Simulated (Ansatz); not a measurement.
# Lattice dynamics of MoSeS monolayer, Janus, part 2 of 2

Task: relax MoSeS monolayer, Janus, then find its harmonic phonons.

Ansatz 0.2.0; DFT PBEsol, scalar-relativistic, plane waves, PAW.

So far. Step 4 (Relaxing to small forces for the phonons): The largest force component left is 0.15 meV/Å, within the tolerances set. Step 5 (Linear response at the zone centre): Before it was imposed, the acoustic sum rule was missed by 2.0e-4 eV/Å² and the charge sum rule by 0.0013 e. Small misses are needed for a sound result but don't prove that mesh and cutoff are converged. The lowest optical mode is real, 207 cm⁻¹.

## (6) Phonons on a q mesh

Stability and thermal properties need the whole zone. Linear response on a 6×6×1 q mesh gives force constants as far as a supercell of that size would, and the tensors from the zone-centre run are typed in so that the long-range dipole term is interpolated apart.

File input.yaml:

```yaml
crystal:
  lattice:
    - [3.2031138274, 0.0, 0.0]
    - [-1.6015569137, 2.7739779458, 0.0]
    - [0.0, 0.0, 30.4]
  atoms:
    - { symbol: Mo, position: [0.3333333333, 0.6666666667, 0.3297471743] }
    - { symbol: S, position: [0.6666666667, 0.3333333333, 0.3798935464] }
    - { symbol: Se, position: [0.6666666667, 0.3333333333, 0.2739119109] }
  periodic: [true, true, false]
kpoints:
  mp_grid: { grid: [12, 12, 1] }
hamiltonian:
  xc: pbesol
scf:
  occupations: { method: fixed }
output:
  eigenvalues: true
phonons:
  method: dfpt
  qmesh: [6, 6, 1]
  temperatures: { t_max: 1000, t_step: 50 }
  qpath:
    path:
      - [0.0, 0.0, 0.0]
      - [0.5, 0.0, 0.0]
      - [0.33333333, 0.33333333, 0.0]
      - [0.0, 0.0, 0.0]
    npoints: 10
  isolated: true
  non_analytic_term:
    high_frequency_dielectric_tensor: [[4.0457, 0.0, 0.0], [0.0, 4.0457, 0.0], [0.0, 0.0, 1.1756]]
    born_effective_charges:
      - { species: Mo, tensor: [[-1.5242, 0.0, 0.0], [0.0, -1.5242, 0.0], [0.0, 0.0, -0.0889]] }
      - { species: S, tensor: [[0.5017, 0.0, 0.0], [0.0, 0.5017, 0.0], [0.0, 0.0, 0.039]] }
      - { species: Se, tensor: [[1.0224, 0.0, 0.0], [0.0, 1.0224, 0.0], [0.0, 0.0, 0.0499]] }
    source: "zone-centre run at this cell"
```

On the command line:

```console
$ ansatz run input.yaml --threads 8 --pin off --max-ram 14336MiB --backend cpu --events-out ev --progress --plain --runs-dir out
```

Numbers of over 12 decimals in the logs are rounded to 6 here.

The log of the run:

```text
Warning: phonons: the dynamical matrix that this run interpolates holds no multipole term above the dipole-dipole one, and a site of this crystal is no centre of inversion, so its interpolated transverse optical and acoustic branches and sound speeds can stay off near Gamma, and the density of states and the thermodynamics with them. What a run solves at a wave vector of phonons.qpoints, Gamma apart, where the deck admits one, is free of this, and under fd what a larger phonons.supercell samples
[...]
Crystal: 3 atoms, lattice volume = 270.115 Å³
Basis set: ecut = 420 eV, 5333 PW (Γ), exchange–correlation on 48×48×432 points (8 copies of the dense FFT grid, shifted against one another)
Bands: 22, of which v1, the nominal top of the filled ones, is band 18 counted from 1 (17 counted from 0)
Symmetry: 6 space group operations
k-points: 19 of 144 (time reversal used)
[...]
SCF iter   1: F=—  HF=-11209.056956 eV  |F-HF|=—  |Δ(HF+E_count)|=         —  Δρ=3.72e-3  dr2=2.39e-1  ethr=1.77e-3  ⟨swp⟩=7.6  Hψ=2386  notcnv=0  defer=36
[...]
SCF iter  14: F=-11209.043493 eV  HF=-11209.043493 eV  |F-HF|=4.91e-11  |Δ(HF+E_count)|=  7.28e-11  Δρ=3.10e-8  dr2=8.67e-12  ethr=1.00e-12  ⟨swp⟩=17.9  Hψ=3701  notcnv=0
SCF 1 converged in 14 iterations: F = -11209.043493 eV  dr2 = 8.67e-12
[...]
NSCF: frozen V_eff on 19 k-points
[...]
DFPT response loops at q = (0, 0, 0) (fractional): preconditioner auto → none (the input reference at scf.mixing.eps_inf says where Resta's filter doesn't serve); β = 0.50; Broyden in place of MSR1
[...]
SCF converged after 14 iterations
Free energy (F): -11209.043493 eV
[...]
Internal energy: -11209.043493 eV  (E = F + TS)
E sigma→0 (E₀):  -11209.043493 eV
Fermi energy:    -5.682143 eV
[...]
--- Band table (eV; the first three rows and the last of 19) ---
  k-point 0: bands = [... 14 lower, -7.6711, -6.8369, -6.8369, -5.7532, -2.7257, -2.7257, -2.3628, -2.3628]
  k-point 1: bands = [... 14 lower, -7.8789, -6.9792, -6.7582, -5.7779, -2.9216, -2.7841, -2.6289, -2.4364]
  k-point 2: bands = [... 14 lower, -7.9097, -7.2190, -6.8088, -5.9641, -3.4824, -3.0085, -2.8856, -2.1374]
  k-point 18: bands = [... 14 lower, -9.1591, -8.6497, -7.8152, -5.6821, -3.9810, -2.8377, -2.1957, -0.8109]
--- Phonons (Γ-DFPT): 6 representative perturbations + reference (Σ response iterations 27) ---
  ASR residual: 9.999e-5 → 0.000e0 eV/Å²; symmetrization residual: 7.311e-6 eV/Å²
  ASR residual per site (eV/Å²): 1.00e-4 6.48e-5 1.71e-5
  Γ frequencies (cm⁻¹): 0.00 0.00 0.00 206.99 206.99 291.04 354.72 354.72 442.06
--- Phonons (arbitrary-q DFPT): 7 irreducible q on the 6×6×1 mesh ---
  q = [0.0000, 0.0000, 0.0000] (star 1, of the zone-centre solve; hermiticity 5.02e-7, symmetrization 1.32e-13): -0.00 0.00 0.00 206.99 206.99 291.04 354.72 354.72 442.06
  q = [0.0000, 0.1667, 0.0000] (star 6, 9 solved perturbations on 78 of 144 k-point pairs; hermiticity 5.16e-7, symmetrization 3.51e-10): 39.72 68.11 108.01 213.82 228.44 282.36 353.12 359.06 423.32
[...]
q = [0.1667, 0.1667, 0.0000] (star 6, 6 solved perturbations in 666 linear systems a pass and spin channel, the states on 144 of 144 k-point pairs; hermiticity 3.41e-7, symmetrization 3.71e-10): 89.25 116.54 152.30 227.66 244.05 273.19 350.16 359.48 397.29
[...]
sum rule: each row above includes the acoustic sum rule's correction from the zone centre's row sums; it moved no ω² by more than (0.74 cm⁻¹)²
  mesh force constants: q→R imaginary residual 8.04e-19; ASR residual 9.999e-5 → 0.000e0 eV/Å²; symmetrization residual 1.066e-14 eV/Å²
  interpolated dispersion: 31 rows × 9 modes
  density of states and harmonic sums: on the 24×24×1 q-mesh, interpolated from the force constants of a 6×6×1 supercell (with the dipole–dipole term of supplied tensors)
  largest difference from the sums on the solved wave vectors: F 2.70e-2 eV, S 3.38e-5 and C_V 6.73e-6 eV/K
  zero-point energy: 0.137929 eV/cell   skipped modes (ω ≤ 0): 3   left out of the sums: 5.79e-4 of the cell's modes: C_V's classical limit lies that fraction below 3 k_B per atom; for a crystal, a wire or a layer, F and S can be off by more, and a phonons.interpolated_qmesh denser along its periods is the remedy for the sampling
```

Wall time 7.1 min (8 threads of Arm Neoverse V1, shared host); peak memory 2.3 GiB.

This step gave:

```
sum-rule residual before enforcement                       : 1.00e-4 eV/Å²
lowest frequency on the path                               : 0 cm⁻¹
highest frequency on the path or at a solved wavevector    : 442.1 cm⁻¹
mean frequency                                             : 247.3 cm⁻¹
lowest mode on the q mesh (acoustic modes at Γ apart)      : 39.72 cm⁻¹
zero-point energy per atom                                 : 45.98 meV
heat capacity at 300 K                                     : 21.88 J/(mol atoms K)
vibrational entropy at 300 K                               : 25.35 J/(mol atoms K)
edges of the widest gap between branches, on path and mesh : 291, 342.1 cm⁻¹
```

Frequencies (cm⁻¹) solved at each irreducible wavevector; negative means imaginary. Frequencies by wavevector, by row:

```csv
q in reciprocal lattice units,star,mode 1,mode 2,mode 3,mode 4,mode 5,mode 6,mode 7,mode 8,mode 9
0 0 0,1,0,0,0,207,207,291,354.7,354.7,442.1
0 0.1667 0,6,39.7,68.1,108,213.8,228.4,282.4,353.1,359.1,423.3
0 0.3333 0,6,109.6,111.8,172,226.3,246.5,277,346.2,358.1,391.7
0 -0.5 0,3,124.6,146.8,183.2,232.3,246.4,281.2,342.1,354.1,381.6
0.1667 0.1667 0,6,89.2,116.5,152.3,227.7,244.1,273.2,350.2,359.5,397.3
0.1667 0.3333 0,12,135.4,146.5,171.6,237.8,251.5,273.2,349.1,355.4,374.5
0.3333 0.3333 0,2,148.7,150,178,238.7,256.4,273.5,354.2,357,358.6
```

Interpolated from a 6×6×1 q mesh, with the LO-TO term (at Γ the limit along the path; where Γ stands inside the path, tables give the limit on arrival). Phonon branches along the path, in cm⁻¹:

```csv
point,branch 1,branch 2,branch 3,branch 4,branch 5,branch 6,branch 7,branch 8,branch 9
Γ,0,0,0,207,207,291,355,355,442
halfway,75,94,147,220,241,276,350,360,406
M,125,147,183,232,246,281,342,354,382
halfway,143,148,175,238,252,274,348,355,372
K,149,150,178,239,256,274,354,357,359
halfway,89,116,152,228,244,273,350,360,397
Γ,0,0,0,207,207,291,355,355,442
```

The phonon branches as a text plot (rows in cm⁻¹):

```
    433 |*******                                           ******
    414 |       ****                                  *****
    396 |           ****                            **
    378 |               *************          *****
    359 |********************************************************
    341 |           *****************             **
    322 |
    304 |
    286 |***********  *************                   ***********
    267 |           **             *******************
    249 |         *************************    *******
    230 |     ****  ***************************************
    212 |***********                                  ***********
    193 |
    175 |             *************************
    157 |           **             *******************
    138 |         **    **************     ****   **  ***
    120 |       **    *********                ***  **
    101 |     **  ****                            **  *****
     83 |       ****                                **   ****
     64 |   ****                                      ***
     46 |   **  **                                       *******
     28 | **  **                                           *****
      9 |*****                                               ****
         Γ                   M           K                      Γ
```

The phonon density of states has structure finer than the step of the table below, so its rows give means over 20 cm⁻¹, whole bins alone (the curve runs from 2.5 to 442 cm⁻¹). Peaks (cm⁻¹: height): 147.5: 0.0443, 172.5: 0.0384, 237.5: 0.0815, 247.5: 0.0846, 277.5: 0.0800, 357.5: 0.164, 382.5: 0.0344.

Tetrahedra on a 24×24×1 mesh, mean over bins of 5 cm-1. Interpolated from a 6×6×1 q mesh. Phonon density of states against wavenumber; means over each step:

```csv
wavenumber (cm⁻¹),phonon density of states (1/cm⁻¹/cell)
20,0.00353
40,0.00529
60,0.00735
80,0.0101
100,0.0147
120,0.0265
140,0.0363
160,0.0237
180,0.0213
200,0.00284
220,0.0256
240,0.0550
260,0.0232
280,0.0423
300,0.00103
320,0
340,0.0295
360,0.0769
380,0.0230
400,0.0109
420,0.00667
```

The partial phonon density of states has structure finer than the step of the table below, so its rows give means over 10 cm⁻¹, whole bins alone (the curve runs from -10 to 465 cm⁻¹). Peaks (cm⁻¹: height): Mo 145.4: 0.0165, 247.1: 0.0196, 274.0: 0.0215, 354.7: 0.0446; S 247.1: 0.0152, 274.0: 0.0185, 354.7: 0.0850; Se 145.4: 0.0230, 175.3: 0.0218, 238.1: 0.0310, 277.0: 0.0298, 357.7: 0.00416.

Phonopy on the run's constants, 21x21x1 mesh, Gaussian sigma 3.4 cm-1. Interpolated from a 6×6×1 q mesh. The partial phonon density of states by wavenumber; means over each step; values in 1/cm⁻¹/cell:

```csv
wavenumber (cm⁻¹),Mo,S,Se
0,7.8e-4,2.6e-4,6.5e-4
10,0.00109,3.8e-4,9.5e-4
20,0.00157,5.6e-4,0.00140
30,0.00186,6.7e-4,0.00168
40,0.00252,9.2e-4,0.00237
50,0.00228,8.3e-4,0.00221
60,0.00340,0.00123,0.00336
70,0.00353,0.00127,0.00372
80,0.00388,0.00137,0.00421
90,0.00504,0.00176,0.00579
100,0.00548,0.00185,0.00679
110,0.00713,0.00230,0.00934
120,0.00956,0.00293,0.0140
130,0.0114,0.00321,0.0173
140,0.0133,0.00339,0.0198
150,0.0144,0.00304,0.0182
160,0.00756,0.00129,0.0102
170,0.00959,0.00171,0.0175
180,0.00796,0.00133,0.0149
190,8.6e-4,1.3e-4,0.00153
200,1.8e-4,3.2e-4,6.7e-4
210,0.00237,0.00388,0.00754
220,0.00508,0.00707,0.0122
230,0.0113,0.0120,0.0212
240,0.0167,0.0132,0.0277
250,0.0143,0.0120,0.0182
260,0.00495,0.00480,0.00583
270,0.0136,0.0114,0.0166
280,0.0147,0.0121,0.0215
290,0.00203,0.00188,0.00462
300,4.9e-5,4.9e-5,1.5e-4
310,0,0,0
320,0,0,0
330,9.6e-5,1.4e-4,6.3e-6
340,0.00779,0.0117,5.1e-4
350,0.0354,0.0599,0.00281
360,0.0279,0.0540,0.00293
370,0.00567,0.0130,4.7e-4
380,0.00797,0.0181,4.1e-4
390,0.00539,0.0117,1.9e-4
400,0.00340,0.00699,9.7e-5
410,0.00266,0.00528,8.2e-5
420,0.00221,0.00430,8.0e-5
430,0.00188,0.00362,7.9e-5
440,0.00111,0.00214,4.7e-5
450,7.5e-5,1.5e-4,2.4e-6
460,0,0,0
```

Harmonic thermodynamic functions per atom, from the density of states. Interpolated from a 6×6×1 q mesh. Thermodynamic functions, by row:

```csv
T (K),F_vib (meV/atom),S (J/mol-atom/K),C_V (J/mol-atom/K)
0,45.98,0,0
100,43.46,6.637,10.63
200,31.08,17.02,18.91
300,8.94,25.35,21.88
400,-20.83,31.84,23.13
500,-56.62,37.07,23.75
600,-97.37,41.43,24.1
700,-142.3,45.17,24.31
800,-190.8,48.42,24.46
900,-242.5,51.31,24.55
1000,-297.1,53.9,24.62
```

Symmetry leaves 7 wavevectors to solve. The lowest mode among them, the acoustic zeros apart, lies at q = (0, 0.167, 0) and is real, 39.7 cm⁻¹.

## (7) Isotope substitution, element Mo, natural mass 95.95 amu

An isotope changes the mass and not the force constants, so no new electronic calculation is needed; the shifts show which modes move this element.

The same force constants with the mass of Mo changed from 95.950 to 99.907 u (phonopy, no LO-TO term). Both lists are sorted by frequency; levels can cross, so a row need not hold one and the same mode. Modes under 3 cm⁻¹ are left out. Isotope shifts, by row:

```csv
q,rank,natural mass (cm⁻¹),changed mass (cm⁻¹)
0 0 0,4,207,206.4
0 0 0,5,207,206.4
0 0 0,6,291,289.9
0 0 0,7,354.7,352
0 0 0,8,354.7,352
0 0 0,9,442.1,439.1
0 0.1667 0,1,39.72,39.38
0 0.1667 0,2,68.11,67.52
0 0.1667 0,3,108,107
0 0.1667 0,4,213.8,213.1
0 0.1667 0,5,228.4,227.4
0 0.1667 0,6,282.4,281.2
0 0.1667 0,7,353.1,350.4
0 0.1667 0,8,359.1,356.4
0 0.1667 0,9,423.3,420.5
0 0.3333 0,1,109.6,108.7
0 0.3333 0,2,111.8,111
0 0.3333 0,3,172,170.7
0 0.3333 0,4,226.3,225.2
0 0.3333 0,5,246.5,244.8
0 0.3333 0,6,277,275.4
0 0.3333 0,7,346.2,343.5
0 0.3333 0,8,358.1,355.9
0 0.3333 0,9,391.7,389.3
0 -0.5 0,1,124.6,123.8
0 -0.5 0,2,146.8,145.7
0 -0.5 0,3,183.2,182
0 -0.5 0,4,232.3,231
0 -0.5 0,5,246.4,244.7
0 -0.5 0,6,281.2,278.8
0 -0.5 0,7,342.1,339.5
0 -0.5 0,8,354.1,352.6
0 -0.5 0,9,381.6,379.4
```

A mode of this element alone would shift by -2.00 %. The highest zone-centre frequency without the field goes from 442.1 to 439.1 cm⁻¹ (-0.7 %). The product of the frequency ratios over all optical modes at Γ is 0.968; the product rule, (m/m′)^(3k/2) (M′/M)^(3/2) with k = 1 such atoms and M the mass of the cell, gives 0.968.

## (8) Isotope substitution, element S, natural mass 32.06 amu

The same for S, from 32.06 to 33.97 u.

A mode of this element alone would shift by -2.85 %. The highest zone-centre frequency without the field goes from 442.1 to 434.0 cm⁻¹ (-1.8 %). The product of the frequency ratios over all optical modes at Γ is 0.930; the product rule, (m/m′)^(3k/2) (M′/M)^(3/2) with k = 1 such atoms and M the mass of the cell, gives 0.930.

## (9) Isotope substitution, element Se, natural mass 78.971 amu

The same for Se, from 78.97 to 81.92 u.

A mode of this element alone would shift by -1.81 %. The highest zone-centre frequency without the field goes from 442.1 to 441.9 cm⁻¹ (-0.0 %). The product of the frequency ratios over all optical modes at Γ is 0.967; the product rule, (m/m′)^(3k/2) (M′/M)^(3/2) with k = 1 such atoms and M the mass of the cell, gives 0.967.

## (10) Summary of results

* space group after relaxation (within 0.01 Å): P3m1
* area per atom: 2.96 Å²
* gap on the k-mesh: 1.70 eV
* highest optical mode at the zone centre (no LO-TO term): 442 cm⁻¹
* lowest optical zone-centre mode: 207 cm⁻¹
* largest Born charge (third of the trace): -1.05 e
* lowest mode on the q mesh (acoustic modes at Γ apart): 39.7 cm⁻¹
* highest frequency on the path or at a solved wavevector: 442 cm⁻¹
* zero-point energy per atom: 46.0 meV
* heat capacity at 300 K: 21.9 J/(mol atoms K)
* vibrational entropy at 300 K: 25.3 J/(mol atoms K)
* imaginary modes on the 6×6×1 q mesh: none

What this shows: The structure is a minimum as far as tested: no mode is imaginary at the 7 irreducible wavevectors of the 6×6×1 mesh, and the softest away from the acoustic zeros lies at 40 cm⁻¹. Without the field, the optical modes at Γ span 207 to 442 cm⁻¹. The highest mode in this list at Γ, 442.1 cm⁻¹, has its largest share on S (65 % of the kinetic energy). The strongest infrared line is at 355 cm⁻¹. Averaged over orientations, the strongest Raman line at 532 nm and 300 K is at 291 cm⁻¹. The tensors are the static, non-resonant ones, while 532 nm light (2.33 eV) lies above the computed gap. On the path and the mesh, the widest gap between branches runs from 291 to 342 cm⁻¹. In a sheet or slab the interpolated bending branch near Γ is rough, since the rotational sum rule isn't imposed. Dielectric tensors refer to the cell with its vacuum. The program warns that the interpolation holds no quadrupole term, so branches close to Γ can be off in this crystal. The starting cell was built on a prototype and not taken from a measurement. These are harmonic frequencies at zero temperature: anharmonic shifts, linewidths and thermal expansion are left out.

[Logs are printed without paths, hosts, clocks, repeated set-up lines and the standing remarks that a program may print on its own settings, such as how far it seeks lower states.]

[Hosts, paths, dates, database ids (printed as entryN), source tags and the programs' standing remarks are cut or masked in the printed files.]
